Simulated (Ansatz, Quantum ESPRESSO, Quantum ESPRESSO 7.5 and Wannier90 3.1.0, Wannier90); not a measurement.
## Ballistic channels from Wannier functions: straight Mo chain, spacing 2.43 Å

How many channels does the wire offer, and does a small Wannier basis get them right? The wire: straight Mo chain, spacing 2.43 Å.

Main program and level: Quantum ESPRESSO 7.5 and Wannier90 3.1.0; plane-wave DFT, LDA, GBRV ultrasoft pseudopotentials (cross-check by Ansatz 0.2.0 with PAW datasets).

This is a report of a sequence of runs, with most program output left out.

## (1) Set-up

The cell holds 1 atom: 1 Mo. Its edges and angles: a = 8.000 Å, b = 8.000 Å, c = 2.430 Å, α = 90.0°, β = 90.0°, γ = 90.0°. Vacuum lies along a and b. The structure's axis is c.

## (2) Self-consistent run

Input file scf.in:

```
&control
  prefix = 'scf'
  outdir = './out'
  pseudo_dir = './pseudo'
  calculation = 'scf'
  tprnfor = .true.
/
&system
  ibrav = 0
  nat = 1
  ntyp = 1
  ecutwfc = 34
  ecutrho = 170
  occupations = 'smearing'
  smearing = 'mv'
  degauss = 0.005
/
&electrons
  conv_thr = 1e-07
  mixing_beta = 0.4
  electron_maxstep = 120
  mixing_mode = 'local-TF'
/
ATOMIC_SPECIES
  Mo  95.9500  mo_lda_v1.uspp.F.UPF
CELL_PARAMETERS angstrom
  8.00000000000000 0.00000000000000 0.00000000000000
  0.00000000000000 8.00000000000000 0.00000000000000
  0.00000000000000 0.00000000000000 2.43000000000000
ATOMIC_POSITIONS crystal
  Mo  0.000000000000 0.000000000000 0.000000000000
K_POINTS automatic
  1 1 28 0 0 0
```

Run with:

```sh
> OMP_NUM_THREADS=1 mpirun -n 4 pw.x -nk 2 -in scf.in > scf.out
```

The job ended after 3.2 s (4 MPI ranks of Intel Xeon 6975P-C (Granite Rapids), shared host; peak memory 0.35 GiB).

Read from the output:

- free energy: -1892.2256 eV
- Fermi energy: -2.186 eV

The run needed 10 iterations to bring the estimated error under 1e-07 Ry.

## (3) Full uniform mesh without symmetry

Wannier90 needs the states on a whole uniform mesh, listed point by point, without symmetry.

Input file nscf.in:

```
&control
  prefix = 'nscf'
  outdir = './out'
  pseudo_dir = './pseudo'
  calculation = 'nscf'
/
&system
  ibrav = 0
  nat = 1
  ntyp = 1
  ecutwfc = 34
  ecutrho = 170
  occupations = 'smearing'
  smearing = 'mv'
  degauss = 0.005
  nosym = .true.
  noinv = .true.
  nbnd = 36
/
&electrons
  conv_thr = 1e-08
  mixing_beta = 0.4
  electron_maxstep = 120
  mixing_mode = 'local-TF'
  diago_full_acc = .true.
/
ATOMIC_SPECIES
  Mo  95.9500  mo_lda_v1.uspp.F.UPF
CELL_PARAMETERS angstrom
  8.00000000000000 0.00000000000000 0.00000000000000
  0.00000000000000 8.00000000000000 0.00000000000000
  0.00000000000000 0.00000000000000 2.43000000000000
ATOMIC_POSITIONS crystal
  Mo  0.000000000000 0.000000000000 0.000000000000
K_POINTS crystal
14
  0.0000000000 0.0000000000 0.0000000000 0.0714285714
  0.0000000000 0.0000000000 0.0714285714 0.0714285714
  0.0000000000 0.0000000000 0.1428571429 0.0714285714
  0.0000000000 0.0000000000 0.2142857143 0.0714285714
  0.0000000000 0.0000000000 0.2857142857 0.0714285714
  0.0000000000 0.0000000000 0.3571428571 0.0714285714
  0.0000000000 0.0000000000 0.4285714286 0.0714285714
  0.0000000000 0.0000000000 0.5000000000 0.0714285714
  0.0000000000 0.0000000000 0.5714285714 0.0714285714
  0.0000000000 0.0000000000 0.6428571429 0.0714285714
  0.0000000000 0.0000000000 0.7142857143 0.0714285714
  0.0000000000 0.0000000000 0.7857142857 0.0714285714
  0.0000000000 0.0000000000 0.8571428571 0.0714285714
  0.0000000000 0.0000000000 0.9285714286 0.0714285714
```

Run with:

```sh
> cp -r out/scf.save out/nscf.save
> cp out/scf.xml out/nscf.xml
> OMP_NUM_THREADS=1 mpirun -n 4 pw.x -nk 1 -in nscf.in > nscf.out
```

It took 5.3 s on 4 MPI ranks; peak memory 0.22 GiB; 20 s of CPU time.

Numbers from this step:

```
Fermi energy : -2.209 eV
```

The program's own clock; routines nest. Time by routine:

```
    routine  wall time (s)  calls
      PWSCF           4.53      1
  electrons            3.9      1
    c_bands            3.9      1
    cegterg           3.76     35
      h_psi           2.33    617
   vloc_psi           2.21    617
       fftw           2.02  22060
    cdiaghg           0.56    582
   init_run           0.54      1
    potinit           0.27      1
       ffts           0.27      1
interpolate           0.27      1
     hinit0           0.23      1
        fft            0.2      6
```

## (4) Neighbour list from wannier90 -pp, with dis_win_max − E_F = 9.0

A first try, with customary settings: the .win file sets projections and windows, and states in the frozen window are kept exactly.

Input file wan_try.win:

```
num_wann = 9
num_bands = 36
num_iter = 200
num_print_cycles = 20
conv_tol = 1e-8
conv_window = 5
guiding_centres = true
dis_num_iter = 1500
dis_conv_tol = 1e-8
dis_win_min = -13.1864
dis_win_max = 6.8136
dis_froz_max = -0.6864
search_shells = 120
fermi_energy = -2.1864

transport = true
transport_mode = bulk
one_dim_axis = z
dist_cutoff = 16.91
dist_cutoff_mode = one_dim
tran_win_min = -4.0
tran_win_max = 2.0
tran_energy_step = 0.02

bands_plot = true
bands_num_points = 96
begin kpoint_path
G 0.0 0.0 0.0 Z 0.0 0.0 0.5
end kpoint_path

begin projections
Mo:s;p;d
end projections

begin unit_cell_cart
ang
  8.0000000000 0.0000000000 0.0000000000
  0.0000000000 8.0000000000 0.0000000000
  0.0000000000 0.0000000000 2.4300000000
end unit_cell_cart

begin atoms_frac
  Mo 0.0000000000 0.0000000000 0.0000000000
end atoms_frac

mp_grid = 1 1 14
begin kpoints
  0.0 0.0 0.0000000000
  0.0 0.0 0.0714285714
  0.0 0.0 0.1428571429
  0.0 0.0 0.2142857143
  0.0 0.0 0.2857142857
  0.0 0.0 0.3571428571
  0.0 0.0 0.4285714286
  0.0 0.0 0.5000000000
  0.0 0.0 0.5714285714
  0.0 0.0 0.6428571429
  0.0 0.0 0.7142857143
  0.0 0.0 0.7857142857
  0.0 0.0 0.8571428571
  0.0 0.0 0.9285714286
end kpoints
```

Run with:

```sh
> OMP_NUM_THREADS=1 wannier90.x -pp wan_try > wan_try.pp.log
```

The job ended after 0.74 s (1 MPI rank; peak memory 0.08 GiB).

## (5) Overlaps and projections

The same post-processing, on the changed run.

Input file wan_try.p2w.in:

```
&inputpp
  prefix = 'nscf'
  outdir = './out'
  seedname = 'wan_try'
  write_mmn = .true.
  write_amn = .true.
  write_unk = .false.
/
```

Run with:

```sh
> OMP_NUM_THREADS=1 mpirun -n 4 pw2wannier90.x -in wan_try.p2w.in > wan_try.p2w.out
```

Run time: 2.9 s. Hardware: 4 MPI ranks; peak memory 0.21 GiB; 10 s of CPU time.

## (6) Wannier functions and transport, with dis_win_max − E_F = 9.0

wan_try.win is that of step 4.

Run with:

```sh
> OMP_NUM_THREADS=1 wannier90.x wan_try > wan_try.run.log
```

The job ended after 0.82 s (1 MPI rank; peak memory 0.08 GiB).

The program refused the input before any cycle.

The fault put into the input: an outer window with fewer states than Wannier functions at some k (dis_win_max − E_F = 9.0).

The outer window must hold at least num_wann states at every k: widen it, with enough bands computed to fill it.

## (7) Neighbour list from wannier90 -pp

The cure tried: a wider outer window, at both ends where needed.

The .win file sets projections and windows: states in the frozen window are kept exactly, the outer window gives room to disentangle.

wan.win is the input of step 6 with these lines changed:

```diff
@@ -10,3 +10,3 @@
 dis_win_min = -13.1864
-dis_win_max = 6.8136
+dis_win_max = 17.8136
 dis_froz_max = -0.6864
```

Run with:

```sh
> OMP_NUM_THREADS=1 wannier90.x -pp wan > wan.pp.log
```

Run time: 0.75 s. Hardware: 1 MPI rank; peak memory 0.08 GiB.

## (8) Overlaps and projections

pw2wannier90.x computes the overlaps between neighbouring k-points and the projections.

wan.p2w.in is the input of step 5 with these lines changed:

```diff
@@ -3,3 +3,3 @@
   outdir = './out'
-  seedname = 'wan_try'
+  seedname = 'wan'
   write_mmn = .true.
```

Run with:

```sh
> OMP_NUM_THREADS=1 mpirun -n 4 pw2wannier90.x -in wan.p2w.in > wan.p2w.out
```

Wall time 3.6 s (4 MPI ranks); peak memory 0.2 GiB.

## (9) Wannier functions and transport

After disentangling and localising, transport_mode = bulk builds principal layers from hoppings within dist_cutoff and counts open channels.

wan.win is that of step 7.

Run with:

```sh
> OMP_NUM_THREADS=1 wannier90.x wan > wan.run.log
```

Run time: 8.3 s. Hardware: 1 MPI rank; peak memory 0.08 GiB.

This step gave:

| Quantity | Value |
| --- | --- |
| lead channels at the Fermi level, one spin | 6.000 |
| total spread | 13.05 Å² |
| gauge-invariant spread | 10.72 Å² |
| largest misfit to plane-wave levels between mesh points, inside the frozen window | 0.01236 eV |

Per spin. The quantum conductance of the perfect wire, open channels by energy, zero at the Fermi level:

energy (eV), quantum conductance of the perfect wire, open channels and a bar:
```
   -3.800       0.00 
   -3.600       1.00 #####
   -3.400       1.00 #####
   -3.200       1.00 #####
   -3.000       1.00 #####
   -2.800       1.00 #####
   -2.600       1.00 #####
   -2.400       3.00 ###############
   -2.200       3.00 ###############
   -2.000       3.00 ###############
   -1.800       3.00 ###############
   -1.600       3.00 ###############
   -1.400       3.00 ###############
   -1.200       3.00 ###############
   -1.020       4.00 ####################
   -0.800       4.00 ####################
   -0.600       4.00 ####################
   -0.400       6.00 ##############################
   -0.200       6.00 ##############################
    0.000       6.00 ##############################
    0.200       6.00 ##############################
    0.400       6.00 ##############################
    0.600       6.00 ##############################
    0.800       6.00 ##############################
    1.000       4.00 ####################
    1.200       4.00 ####################
    1.400       4.00 ####################
    1.600       4.00 ####################
    1.800       4.00 ####################
    2.000       4.00 ####################
```

Wannier functions:

```
no.      x (Å)     y (Å)     z (Å)  spread (Å²)
  1    -0.1145    -1.887  0.001635        1.834
  2   -0.02906   -0.2138     3.646        1.902
  3     0.9643  -0.02065  -2.23e-4        1.608
  4    0.04874     1.468   6.29e-4        1.776
  5   -0.00598  -0.07014  -7.80e-4        1.024
  6   0.008304  -3.00e-4   1.50e-4        1.076
  7  -0.001108   0.04821   5.96e-4        1.091
  8    -0.9261   0.04988  -1.74e-4        1.592
  9    0.01129   -0.0189  -3.00e-6        1.149
```

Electronic bands along the path, in eV, zero at the Fermi level; # counts the bands kept:

```
  point     #1     #2     #3     #4    #5    #6
      Γ  -3.72  -1.18  -0.59  -0.58  2.56  2.84
halfway  -0.55  -0.54   0.04   0.13  0.13  0.32
      Z  -2.46  -2.46   0.98   0.98  2.25  6.32
```

Bands and channels are those of the Wannier model: bands that were not projected, and all outside the frozen window, are missing or only approximate.

Disentanglement stopped at its cap on iterations, so these spreads are not final.

At least 2 of the functions sit far from every atom, off the bonds: the outer window has let in states of the vacuum, so the basis is not the atomic one that was projected.

## (10) Neighbour list from wannier90 -pp, with dist_cutoff = 5.35

A sensitivity test on the input.

wan_w.win is the input of step 9 with these lines changed:

```diff
@@ -18,3 +18,3 @@
 one_dim_axis = z
-dist_cutoff = 16.91
+dist_cutoff = 5.35
 dist_cutoff_mode = one_dim
```

Run with:

```sh
> OMP_NUM_THREADS=1 wannier90.x -pp wan_w > wan_w.pp.log
```

Run time: 0.77 s. Hardware: 1 MPI rank; peak memory 0.08 GiB.

## (11) Overlaps and projections

The follow-up step for that run.

Input file wan_w.p2w.in:

```
&inputpp
  prefix = 'nscf'
  outdir = './out'
  seedname = 'wan_w'
  write_mmn = .true.
  write_amn = .true.
  write_unk = .false.
/
```

Run with:

```sh
> OMP_NUM_THREADS=1 mpirun -n 4 pw2wannier90.x -in wan_w.p2w.in > wan_w.p2w.out
```

Elapsed: 3 s, on 4 MPI ranks; peak memory 0.21 GiB.

## (12) Localisation, bands and conductance, with dist_cutoff = 5.35

How much does a setting matter? One run is repeated with a change.

wan_w.win is the input of step 9 with these lines changed:

```diff
@@ -18,3 +18,3 @@
 one_dim_axis = z
-dist_cutoff = 16.91
+dist_cutoff = 5.35
 dist_cutoff_mode = one_dim
```

Run with:

```sh
> OMP_NUM_THREADS=1 wannier90.x wan_w > wan_w.run.log
```

Elapsed: 4.6 s, on 1 MPI rank; peak memory 0.08 GiB.

The total spread is 13.1 against 13.1 Å². Between −2 and 1.5 eV the channel count differs from the first run's at 3 % of the energies, and at the Fermi level it is 6 against 6. Spreads don't depend on this cutoff; only the transport does.

## (13) Cross-check with Ansatz

A second code with its own PAW datasets, on the same atoms.

Level of this step: plane-wave DFT, LDA, Ansatz PAW (Ansatz 0.2.0).

System of this step: straight Mo chain, spacing 2.43 Å, 2 periods. The cell holds 2 atoms: 2 Mo. Cell: a = 8.000 Å, b = 8.000 Å, c = 4.860 Å, α = 90.0°, β = 90.0°, γ = 90.0°. Vacuum lies along a and b. The structure's axis is c.

Input file input.yaml:

```yaml
crystal:
  lattice:
    - [8.0, 0.0, 0.0]
    - [0.0, 8.0, 0.0]
    - [0.0, 0.0, 4.86]
  atoms:
    - { symbol: Mo, position: [0.0, 0.0, 0.0] }
    - { symbol: Mo, position: [0.0, 0.0, 0.5] }
kpoints:
  mp_grid: { grid: [1, 1, 14] }
hamiltonian:
  xc: lda
scf:
  occupations: { method: fermi_dirac, width: 0.05 }
  convergence: { dr2_threshold: 1.0e-08 }
output:
  transmission:
    leads: [[0, 0]]
    e_range: [-4.0, 2.0]
    de: 0.05
    kmesh: [1, 1]
    reduced_basis: true
```

Run with:

```sh
> ansatz run input.yaml --threads 4 --pin off --max-ram 12288MiB --backend cpu --events-out ev --progress --plain --runs-dir out
```

Elapsed: 12 s, on 4 threads; peak memory 0.58 GiB.

Numbers from this step:

```
free energy                                : -9674.2846 eV
energy at zero smearing                    : -9674.2558 eV
smearing term TS                           : 0.05767 eV
Fermi energy                               : -2.220 eV
symmetry operations                        : 32
lead channels at the Fermi level, one spin : 6
```

Per spin. Open channels against energy, zero at the Fermi level:

energy (eV), open channels and a bar:
```
   -3.800       0.00 
   -3.600       1.00 #####
   -3.400       1.00 #####
   -3.200       1.00 #####
   -3.000       1.00 #####
   -2.800       1.00 #####
   -2.600       1.00 #####
   -2.400       3.00 ###############
   -2.200       3.00 ###############
   -2.000       3.00 ###############
   -1.800       3.00 ###############
   -1.600       3.00 ###############
   -1.400       3.00 ###############
   -1.200       3.00 ###############
   -1.000       4.00 ####################
   -0.800       4.00 ####################
   -0.600       4.00 ####################
   -0.400       6.00 ##############################
   -0.200       6.00 ##############################
    0.000       6.00 ##############################
    0.200       6.00 ##############################
    0.400       6.00 ##############################
    0.600       6.00 ##############################
    0.800       6.00 ##############################
    1.000       4.00 ####################
    1.200       4.00 ####################
    1.400       4.00 ####################
    1.600       4.00 ####################
    1.800       4.00 ####################
    2.000       4.00 ####################
```

## (14) The arithmetic

6 channels × 77.48 µS = 465 µS, a two-terminal resistance of 12.906/6 = 2.15 kΩ whatever the wire's length, as long as nothing scatters.

## (15) Outcome

- open channels at the Fermi level, per spin: 6
- total spread: 13.1 Å²
- gauge-invariant spread: 10.7 Å²
- largest band misfit in the frozen window: 0.0124 eV
- channels at the Fermi level by Ansatz: 6

In words: The wire offers 6 channels per spin at the Fermi level. Between -4 and 1.5 eV the channel count from Wannier functions equals that from Ansatz's layer matching at 99 % of the energies; outside the frozen window the Wannier bands are not held to the plane-wave ones. Each plane-wave level in the frozen window has a Wannier level within 0.02 eV; this test doesn't see extra bands that a model may add. Disentanglement stopped at its cap on iterations, so the spreads are not final; the frozen states are kept all the same. At least one function lies in the vacuum, so the spreads don't describe atomic orbitals, though the frozen bands are still reproduced. The wire is perfect, so the conductance only counts bands: each channel, with its partner of the other spin, carries G₀ = 2e²/h. It was run without spin polarisation, which was not tested.

[Logs are printed without paths, hosts, clocks, repeated set-up lines and the standing remarks that a program may print on its own settings, such as how far it seeks lower states.]

[Hosts, paths, dates, database ids (printed as entryN), source tags and the programs' standing remarks are cut or masked in the printed files.]

[Maps of the electrostatic potential energy from Ansatz leave out the sawtooth potential of an applied field or a dipole correction, so their vacuum need not be flat; planar profiles and work functions include it.]
